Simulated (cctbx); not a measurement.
# Diagnosing a refinement

Cell a = 6.0220 Å, b = 7.5690 Å, c = 12.7710 Å, α = 90.00°, β = 90.00°, γ = 90.00°; space group Amm2 (no. 38).

Simulated single-crystal data (cctbx): Mo Kα, λ = 0.71073 Å, to d = 0.6 Å, 70 % of the full sphere, strongest reflection 70000 counts, noise from counting, a 4 % proportional error and a noise floor of 8 counts (s.d.); no absorption.

An anisotropic refinement with weights 1/σ² prints:

```text
Rint 0.028, 1552 unique reflections to 0.60 A
cycle     R1     wR2    GooF  max shift (A)
   1  0.0933  0.2521   7.515   0.03525
   4  0.0490  0.1372   4.089   0.00035
final R1 0.0490 wR2 0.1372 GooF 4.089  parameters 28  data/parameter 55.4
atom        x        y        z      Ueq    occ   su(xyz)  su(Uiso or U11)
Gd1    0.00000  0.50000  0.83566   0.0058  1.000  0.00022  0.0002
Sr1    0.50000  0.50000  0.66883   0.0091  1.000  0.00013  0.0004
Sr2    0.50000  0.50000  0.16813   0.0104  1.000  0.00014  0.0004
Sr3    0.50000  0.24023  0.91216   0.0067  1.000  0.00011  0.0003
Zn1    0.00000  0.50000  0.34070   0.0178  1.000  0.00073  0.0008
Mg1    0.00000  0.24202  0.08775   0.0164  1.000  0.00167  0.0021
difference map: max 3.22 min -11.74 rms 0.55
Q1    0.0000  0.0000  0.3333    2    3.22  0.03 A from Gd1
Q2    0.0000  0.2366  0.0577    4    2.18  0.39 A from Mg1
Q3    0.0000  0.2524  0.6206    4    1.54  0.42 A from Mg1
Q4    0.0609  0.0705  0.8787    8    1.33  0.81 A from Zn1
Q5    0.5000  0.1941  0.2373    4    1.28  1.71 A from Sr1
Q6    0.1120  0.0719  0.8359    8    1.26  0.87 A from Zn1
```

Q: Accept it or mend it, and why?

Mend it. The fault: wrong element: Zn1 is Ti. Against the right model at the same level, R1 goes from 0.0130 to 0.0490 and GooF from 0.95 to 4.09, U of Zn1 swells from 0.0066 to 0.0178 Å², the top difference peak, 3.2 e/Å³, lies on Gd1 and a hole of -11.7 e/Å³ opens. Zn1 has 8 electrons too many and its U swells to shed them, as expected.

The compound is Sr4GdMg2Ti. The right model at the same level gives:

```text
Rint 0.028, 1552 unique reflections to 0.60 A
cycle     R1     wR2    GooF  max shift (A)
   1  0.0248  0.0712   2.124   0.07342
   5  0.0130  0.0318   0.948   0.00013
final R1 0.0130 wR2 0.0318 GooF 0.948  parameters 28  data/parameter 55.4
atom        x        y        z      Ueq    occ   su(xyz)  su(Uiso or U11)
Gd1    0.00000  0.50000  0.83705   0.0054  1.000  0.00004  0.0000
Sr1    0.50000  0.50000  0.66847   0.0087  1.000  0.00003  0.0001
Sr2    0.50000  0.50000  0.16777   0.0115  1.000  0.00003  0.0001
Sr3    0.50000  0.24010  0.91225   0.0064  1.000  0.00003  0.0001
Ti1    0.00000  0.50000  0.33571   0.0066  1.000  0.00018  0.0002
Mg1    0.00000  0.25132  0.08461   0.0175  1.000  0.00048  0.0005
Flack x: -0.007(4)
Hooft y: 0.000(5)  Bijvoet pairs: 725
difference map: max 0.50 min -0.65 rms 0.12
Q1    0.0634  0.0000  0.6232    4    0.50  1.98 A from Mg1
Q2    0.4306  0.2445  0.6307    8    0.44  1.96 A from Sr2
Q3    0.0679  0.0000  0.1247    4    0.43  2.01 A from Mg1
Q4    0.2139  0.0000  0.3327    4    0.42  1.29 A from Gd1
Q5    0.2950  0.0000  0.8876    4    0.41  1.90 A from Ti1
Q6    0.1069  0.1064  0.8340    8    0.41  1.03 A from Ti1
```

This is a model crystal, built by substitution and not relaxed, with assumed displacement parameters.

[Middle refinement cycles are left out of these outputs.]

[Logs are printed without paths, hosts, clocks, repeated set-up lines and the standing remarks that a program may print on its own settings, such as how far it seeks lower states.]
